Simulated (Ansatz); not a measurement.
# Nb2Se2O3: complex band structure, part 2 of 4

Wanted: the relaxed cell of Nb2Se2O3, its band edges and its decay constants. It is built by putting Se for part of the O in the Nb2O5 structure of space group C2/m, with the volume rescaled by atomic radii. The parent structure comes from the Materials Project.

Ansatz 0.2.0; PBE DFT, plane waves, PAW files (the session's first sound run).

So far. Step 2 (Cell and atoms at rest): The largest force component on a free atom ends at 0.013 eV/Å.

The structure was built from a prototype and need not be the compound's stable phase.

## Step 3: The bulk crystal and its band edges

The energy window and the wavevectors of the next steps follow from the band edges, so these are searched first, off the mesh as well.

Input file input.yaml:

```yaml
crystal:
  lattice:
    - [9.6299040263, -1.983984073, -0.6403522088]
    - [9.6299040263, 1.983984073, -0.6403522088]
    - [-0.4827523143, 0.0, 3.8357318379]
  atoms:
    - { symbol: Nb, position: [0.8503198006, 0.8503198006, 1.0589314366] }
    - { symbol: Nb, position: [0.2047205231, 0.2047205231, -0.0510431046] }
    - { symbol: O, position: [0.8346803057, 0.8346803057, 0.5392604996] }
    - { symbol: O, position: [0.2059240584, 0.2059240584, 0.4287944817] }
    - { symbol: Se, position: [-0.0281599987, -0.0281599987, 0.1720542362] }
    - { symbol: Se, position: [0.6234756201, 0.6234756201, -0.1655742551] }
    - { symbol: O, position: [0.3090396908, 0.3090396908, 1.0175767056] }
kpoints:
  mp_grid: { grid: [6, 6, 6] }
  band_path: { path: [VBM, CBM], npoints: 30 }
scf:
  occupations: { method: fixed }
hamiltonian:
  xc: pbe
output:
  eigenvalues: true
  write_potential: true
  write_density: true
  volumetric_format: npy
```

Run with:

```console
$ ansatz run input.yaml --threads 2 --pin off --max-ram 4096MiB --backend cpu --events-out ev --progress --plain --runs-dir out
```

Numbers of over 12 decimals in the logs are rounded to 6 here.

What it wrote:

```text
basis.fft_grid_basis auto: the FFT boxes are laid along the combinations [[1, -1, 0], [0, 1, 0], [0, 0, 1]] of the cell's own vectors, 3.968, 9.853 and 3.866 Å long. The dense box has 27×72×27 points. Along the cell's own vectors, as sized, it would have 72×72×27, 2.67 times as many. Of the 2 symmetry operations that the crystal satisfies within crystal.symmetry.tolerance (time reversal apart; of a slab, those that k [...]
[...]
Crystal: 7 atoms, lattice volume = 145.341 Å³
Basis set: ecut = 420 eV, 2853 PW (Γ), FFT grids on a1−a2, a2, a3
Bands: 46, of which v1, the nominal top of the filled ones, is band 38 counted from 1 (37 counted from 0)
Symmetry: 2 space group operations
[...]
k-points: 68 of 216 (time reversal used)
[...]
SCF iter   1: F=—  HF=-21748.956975 eV  |F-HF|=—  |Δ(HF+E_count)|=         —  Δρ=6.36e-3  dr2=2.36e-1  ethr=1.77e-3  ⟨swp⟩=4.9  Hψ=10314  notcnv=0  defer=393
[...]
SCF iter  11: F=-21748.907383 eV  HF=-21748.907383 eV  |F-HF|=4.51e-8  |Δ(HF+E_count)|=   4.48e-7  Δρ=5.26e-6  dr2=6.17e-8  ethr=1.32e-10  ⟨swp⟩=7.8  Hψ=10312  notcnv=0
SCF 1 converged in 11 iterations: F = -21748.907383 eV  dr2 = 6.17e-8
[...]
NSCF: frozen V_eff on 68 k-points
[...]
SCF converged after 11 iterations
Free energy (F): -21748.907383 eV
[...]
Internal energy: -21748.907383 eV  (E = F + TS)
E sigma→0 (E₀):  -21748.907383 eV
Fermi energy:    6.546074 eV
[...]
--- Band table (eV; the first three rows and the last of 68) ---
  k-point 0: bands = [... 34 lower, 4.7441, 5.9110, 6.3883, 6.3896, 7.0566, 7.5936, 8.0489, 8.6101, ... 4 higher]
  k-point 1: bands = [... 34 lower, 4.7366, 5.8415, 6.0545, 6.4184, 7.8435, 8.1347, 8.3400, 8.7442, ... 4 higher]
  k-point 2: bands = [... 34 lower, 4.5770, 5.5443, 5.7583, 6.5010, 8.1733, 9.1850, 9.3438, 9.5660, ... 4 higher]
  k-point 67: bands = [... 34 lower, 4.4788, 5.3680, 5.5518, 6.5414, 8.2266, 9.7773, 9.8992, 10.0479, ... 4 higher]
```

Wall time 1.8 min (2 threads of Arm Neoverse V2, shared host); peak memory 0.57 GiB.

Numbers from this step:

* Fermi energy: 6.546 eV
* gap on the k-mesh: 0.2615 eV
* gap on path: 0.2057 eV, by band count; negative where bands overlap
* direct gap on path: 0.2663 eV
* edge places on path: 0, 1.284 1/A along the path

Electronic bands along the path, in eV, zero at the Fermi level (highest filled level under fixed occupations); v1 is the highest filled band, c1 the lowest empty one:

```
  point     v4     v3     v2     v1    c1    c2    c3    c4
    VBM  -2.05  -1.13  -0.97   0.00  1.66  3.24  3.36  3.47
halfway  -1.79  -1.37  -0.69  -0.42  0.38  1.85  2.09  2.29
    CBM  -1.83  -1.62  -1.17  -0.06  0.21  0.74  1.66  1.93
```

The searched edges give 0.206 eV, under the 0.261 eV of the mesh, which misses an edge.

## Step 4: Complex bands, plane (100)

This step: PBE DFT, plane waves, PAW files; complex bands by layer matching along the plane's normal (Ansatz 0.2.0).

The same crystal is laid in a cell whose first two vectors span the (100) plane (indices of the standard conventional cell, whose axes can be ordered otherwise than in the bulk input). At fixed energy and wavevector in the plane the solver finds all kz, real and complex. A few wavevectors are listed, (0, 0), (0, -0.3802) and (-0.5, 0) in units of the plane's reciprocal vectors; the slowest state needn't be among them.

Input file input.yaml:

```yaml
crystal:
  lattice:
    - [3.865991274, 0.0, 0.0]
    - [0.0, 3.967968146, 0.0]
    - [-1.83784114, 1.983984073, 9.474568193]
  atoms:
    - { symbol: Nb, position: [0.0589314366, 0.1496801994, 0.7006396012] }
    - { symbol: Nb, position: [0.9489568954, 0.7952794769, 0.4094410462] }
    - { symbol: O, position: [0.5392604996, 0.1653196943, 0.6693606114] }
    - { symbol: O, position: [0.4287944817, 0.7940759416, 0.4118481168] }
    - { symbol: Se, position: [0.1720542362, 0.0281599987, 0.9436800026] }
    - { symbol: Se, position: [0.8344257449, 0.3765243799, 0.2469512402] }
    - { symbol: O, position: [0.0175767056, 0.6909603092, 0.6180793816] }
kpoints:
  mp_grid: { grid: [6, 6, 6] }
scf:
  occupations: { method: fixed }
hamiltonian:
  xc: pbe
output:
  eigenvalues: true
  transmission:
    leads: [[0, 0]]
    kpoints: [[0.0, 0.0], [0.0, -0.3802], [-0.5, 0.0]]
    e_range: [-1.0, 1.21]
    de: 0.05
```

What it wrote:

```text
[...]
Crystal: 7 atoms, lattice volume = 145.341 Å³
Basis set: ecut = 420 eV, 2853 PW (Γ)
Bands: 46, of which v1, the nominal top of the filled ones, is band 38 counted from 1 (37 counted from 0)
Symmetry: 2 space group operations
[...]
k-points: 68 of 216 (time reversal used)
[...]
SCF iter   1: F=—  HF=-21748.956900 eV  |F-HF|=—  |Δ(HF+E_count)|=         —  Δρ=6.36e-3  dr2=2.36e-1  ethr=1.77e-3  ⟨swp⟩=4.9  Hψ=10270  notcnv=0  defer=394
[...]
SCF iter  11: F=-21748.907383 eV  HF=-21748.907383 eV  |F-HF|=4.56e-8  |Δ(HF+E_count)|=   4.43e-7  Δρ=5.30e-6  dr2=6.26e-8  ethr=1.32e-10  ⟨swp⟩=7.8  Hψ=10280  notcnv=0
SCF 1 converged in 11 iterations: F = -21748.907383 eV  dr2 = 6.26e-8
[...]
transmission: 14 of 42 steps passed
transmission: 28 of 42 steps passed
transmission: 42 of 42 steps passed
SCF converged after 11 iterations
Free energy (F): -21748.907383 eV
[...]
Internal energy: -21748.907383 eV  (E = F + TS)
E sigma→0 (E₀):  -21748.907383 eV
Fermi energy:    6.546075 eV
[...]
--- Band table (eV; the first three rows and the last of 68) ---
  k-point 0: bands = [... 34 lower, 4.7441, 5.9110, 6.3883, 6.3896, 7.0566, 7.5936, 8.0489, 8.6101, ... 4 higher]
  k-point 1: bands = [... 34 lower, 4.6538, 5.9076, 6.3757, 6.3899, 7.0557, 7.5935, 8.1010, 8.6243, ... 4 higher]
  k-point 2: bands = [... 34 lower, 4.4738, 5.9012, 6.3480, 6.3932, 7.0539, 7.5934, 8.1754, 8.6547, ... 4 higher]
  k-point 67: bands = [... 34 lower, 4.7578, 4.9610, 5.5955, 5.8265, 6.9433, 7.6208, 8.7054, 9.8416, ... 4 higher]
--- Transmission ---
  basis      : 137 plane waves across, 14 finite elements along
  points     : 3, as listed
  energies   : 45 from -1.000000 to 1.200000 eV about the Fermi level, 0.050000 eV apart; the leads are filled to 0.130743 eV, and channels, transmission and decay are at 0.150000 eV
  crystal 0  : Se2Nb2O3, at the sites [0, 0], period 9.4746 Å: whole cells are its period
    offset         : up to 0.0000 Å between an atom of the period and one for which it stands
    channels       : 0.000000e0 a spin
    conductance    : none, the energies end too early or step too widely for 300 K: set another output.transmission.e_range or a lower de, or, where they end at an eighth of basis.ecutwfc, a higher one
    slowest decay  : 0.1229 /Å at (0.0000, -0.3802)
```

Elapsed: 41 s, on 2 threads; peak memory 0.56 GiB.

This step gave:

```yaml
level_to_which_the_leads_are_filled: 0.1307 eV from the Fermi level
decay_constant_at_the_filling_level_zone_centre: 0.2622 Å⁻¹
decay_constant_at_the_filling_level_slowest_listed_point: 0.1229 Å⁻¹
```

K parallel (0, 0); values up to 1.5 1/Å, a degenerate pair printed once or twice; energies at which all values exceed this have no row. The Im kz of the slowest decaying states by energy, zero at the highest filled level on the SCF mesh:

```
energy (eV)  decay 1 (Å⁻¹)  decay 2 (Å⁻¹)  decay 3 (Å⁻¹)  decay 4 (Å⁻¹)
     -1.000          0.238          0.429          0.537          0.698
     -0.900          0.246          0.417          0.499          0.694
     -0.800          0.253          0.403          0.441          0.690
     -0.650         0.0820          0.273          0.374          0.681
     -0.550          0.250          0.349          0.371          0.675
     -0.450          0.259          0.314          0.421          0.667
     -0.350          0.262          0.263          0.430          0.659
     -0.250          0.160          0.265          0.393          0.649
     -0.100          0.187          0.264          0.384          0.629
      0.000          0.264          0.270          0.530          0.604
      0.100          0.263          0.315          0.596          0.961
      0.200          0.261          0.347          0.613          0.959
      0.300          0.259          0.375          0.623          0.957
      0.450          0.253          0.480          0.627          0.729
      0.550          0.249          0.324          0.624          0.833
      0.650          0.243          0.374          0.618          0.892
      0.750          0.236          0.389          0.588          0.631
      0.850          0.228          0.398          0.569          0.627
      1.000          0.213          0.407          0.542          0.612
      1.100          0.200          0.408          0.524          0.597
      1.200          0.183          0.410          0.503          0.580
```

K parallel (0, -0.3802); values up to 1.5 1/Å, a degenerate pair printed once or twice; energies at which all values exceed this have no row. The Im kz of the slowest decaying states by energy, zero at the highest filled level on the SCF mesh:

```
energy (eV)  decay 1 (Å⁻¹)  decay 2 (Å⁻¹)  decay 3 (Å⁻¹)  decay 4 (Å⁻¹)
     -1.000          0.302          0.309          0.618          0.885
     -0.900          0.307          0.321          0.613          0.883
     -0.800          0.308          0.330          0.600          0.879
     -0.650          0.303          0.339          0.569          0.868
     -0.550          0.298          0.343          0.543          0.859
     -0.450          0.289          0.344          0.511          0.849
     -0.350          0.279          0.344          0.471          0.838
     -0.250          0.265          0.341          0.417          0.826
     -0.100          0.243          0.332          0.805           1.01
      0.000          0.203          0.262          0.312          0.790
      0.100          0.160          0.329          0.774           1.00
      0.200         0.0417          0.327          0.349          0.757
      0.300          0.297          0.366          0.738           1.00
      0.450          0.252          0.345          0.707          0.999
      0.550          0.274          0.314          0.685          0.997
      0.650          0.274          0.283          0.660          0.995
      0.750          0.248          0.356          0.635          0.993
      0.850          0.192          0.441          0.610          0.990
      1.000          0.212          0.507          0.573          0.986
      1.100          0.210          0.535          0.549          0.983
      1.200          0.199          0.524          0.553          0.979
```

K parallel (-0.5, 0); values up to 1.5 1/Å, a degenerate pair printed once or twice; energies at which all values exceed this have no row. Table of Im kz of the slowest decaying states by energy, zero at the highest filled level on the SCF mesh:

```
energy (eV)  decay 1 (Å⁻¹)  decay 2 (Å⁻¹)  decay 3 (Å⁻¹)  decay 4 (Å⁻¹)
     -1.000         0.0256         0.0552          0.724          0.935
     -0.900         0.0606          0.713          0.933          0.946
     -0.800          0.143          0.701          0.930          0.946
     -0.750          0.165          0.694          0.928          0.946
     -0.650          0.197          0.679          0.925          0.946
     -0.550          0.220          0.660          0.921          0.945
     -0.450          0.238          0.638          0.917          0.945
     -0.400          0.246          0.625          0.915          0.944
     -0.300          0.259          0.592          0.910          0.943
     -0.200           0.27          0.547          0.905          0.942
     -0.100          0.279          0.470          0.900          0.940
     -0.050          0.283          0.393          0.898          0.939
      0.000         0.0267          0.286          0.895          0.938
      0.050          0.290          0.401          0.892          0.937
      0.150          0.295          0.510          0.886          0.935
      0.250          0.299          0.560          0.880          0.933
      0.300          0.301          0.578          0.877          0.932
      0.400          0.304          0.604          0.870          0.929
      0.500          0.305          0.623          0.863          0.926
      0.600          0.306          0.638          0.856          0.923
      0.650          0.306          0.644          0.853          0.921
      0.750          0.305          0.655          0.845          0.917
      0.850          0.303          0.663          0.837          0.913
      0.950          0.299          0.669          0.829          0.909
      1.000          0.297          0.672          0.825          0.907
      1.100          0.291          0.676          0.816          0.902
      1.200          0.284          0.679          0.807          0.897
```

At the listed wavevectors the last open channel is at -0.05 eV and the next at +0.25 eV on the grid. At +0.15 eV, the grid energy nearest the filling level (the middle of the gap on the SCF mesh), the slowest state at the listed wavevectors decays with κ = 0.123 Å⁻¹, its amplitude falling by e over 8.1 Å. Through 1 nm of this crystal that state's transmission falls by exp(−2 × 0.123 Å⁻¹ × 10 Å) = 0.086.

## Step 5: Decay over the two-dimensional zone

The listed points could miss the slowest state, so one energy near mid-gap is solved on a mesh of 8×8.

input.yaml, as its differences from that of step 4:

```diff
@@ -21,6 +21,2 @@
   eigenvalues: true
-  transmission:
-    leads: [[0, 0]]
-    kpoints: [[0.0, 0.0], [0.0, -0.3802], [-0.5, 0.0]]
-    e_range: [-1.0, 1.21]
-    de: 0.05
+  transmission: { leads: [[0, 0]], kmesh: [8, 8], e_range: [0.1, 0.11], de: 0.05 }
```

What it wrote:

```text
[...]
Crystal: 7 atoms, lattice volume = 145.341 Å³
Basis set: ecut = 420 eV, 2853 PW (Γ)
Bands: 46, of which v1, the nominal top of the filled ones, is band 38 counted from 1 (37 counted from 0)
Symmetry: 2 space group operations
[...]
k-points: 68 of 216 (time reversal used)
[...]
SCF iter   1: F=—  HF=-21748.956900 eV  |F-HF|=—  |Δ(HF+E_count)|=         —  Δρ=6.36e-3  dr2=2.36e-1  ethr=1.77e-3  ⟨swp⟩=4.9  Hψ=10270  notcnv=0  defer=394
[...]
SCF iter  11: F=-21748.907383 eV  HF=-21748.907383 eV  |F-HF|=4.56e-8  |Δ(HF+E_count)|=   4.43e-7  Δρ=5.30e-6  dr2=6.26e-8  ethr=1.32e-10  ⟨swp⟩=7.8  Hψ=10280  notcnv=0
SCF 1 converged in 11 iterations: F = -21748.907383 eV  dr2 = 6.26e-8
[...]
transmission: 42 of 350 steps passed
transmission: 84 of 350 steps passed
[...]
transmission: 350 of 350 steps passed
SCF converged after 11 iterations
Free energy (F): -21748.907383 eV
[...]
Internal energy: -21748.907383 eV  (E = F + TS)
E sigma→0 (E₀):  -21748.907383 eV
Fermi energy:    6.546075 eV
[...]
--- Band table (eV; the first three rows and the last of 68) ---
  k-point 0: bands = [... 34 lower, 4.7441, 5.9110, 6.3883, 6.3896, 7.0566, 7.5936, 8.0489, 8.6101, ... 4 higher]
  k-point 1: bands = [... 34 lower, 4.6538, 5.9076, 6.3757, 6.3899, 7.0557, 7.5935, 8.1010, 8.6243, ... 4 higher]
  k-point 2: bands = [... 34 lower, 4.4738, 5.9012, 6.3480, 6.3932, 7.0539, 7.5934, 8.1754, 8.6547, ... 4 higher]
  k-point 67: bands = [... 34 lower, 4.7578, 4.9610, 5.5955, 5.8265, 6.9433, 7.6208, 8.7054, 9.8416, ... 4 higher]
--- Transmission ---
  basis      : 137 plane waves across, 14 finite elements along
  points     : 25, standing for a mesh of 8 x 8
  energies   : 1 from 0.100000 to 0.100000 eV about the Fermi level; the leads are filled to 0.130743 eV, and channels, transmission and decay are at 0.100000 eV
  crystal 0  : Se2Nb2O3, at the sites [0, 0], period 9.4746 Å: whole cells are its period
[...]
channels       : 0.000000e0 a spin
    conductance    : none, crystal 0 has no channel at the energies, or these end too early or step too widely for 300 K: set another output.transmission.e_range or a lower de, or, where they end at an eighth of basis.ecutwfc, a higher one
    slowest decay  : 0.1636 /Å at (0.0000, 0.3750)
```

The job ended after 35 s (2 threads; peak memory 0.57 GiB).

This step gave:

```
least decay constant on the mesh : 0.1636 Å⁻¹
```

Slowest decay constant (1/Å; 0 where a channel is open) over k1 and k2. At 0.1000 eV from the Fermi level.

Ten even steps from '0' (0.164) to '9' (0.407):
```
55320235
96543456
55543455
54464644
55543455
96543456
55320235
88865688
```
Columns: k1 (b1) from -0.5 to 0.375; rows upwards: k2 (b2) from -0.5 to 0.375.

The least value on the mesh is 0.164 Å⁻¹ at +0.10 eV. At that energy the listed points give about 0.160 Å⁻¹ by interpolation, so the mesh holds no clearly slower state.

(Continued in part 3 of 4.)

[Logs are printed without paths, hosts, clocks, repeated set-up lines and the standing remarks that a program may print on its own settings, such as how far it seeks lower states.]

[Hosts, paths, dates, database ids (printed as entryN), source tags and the programs' standing remarks are cut or masked in the printed files.]
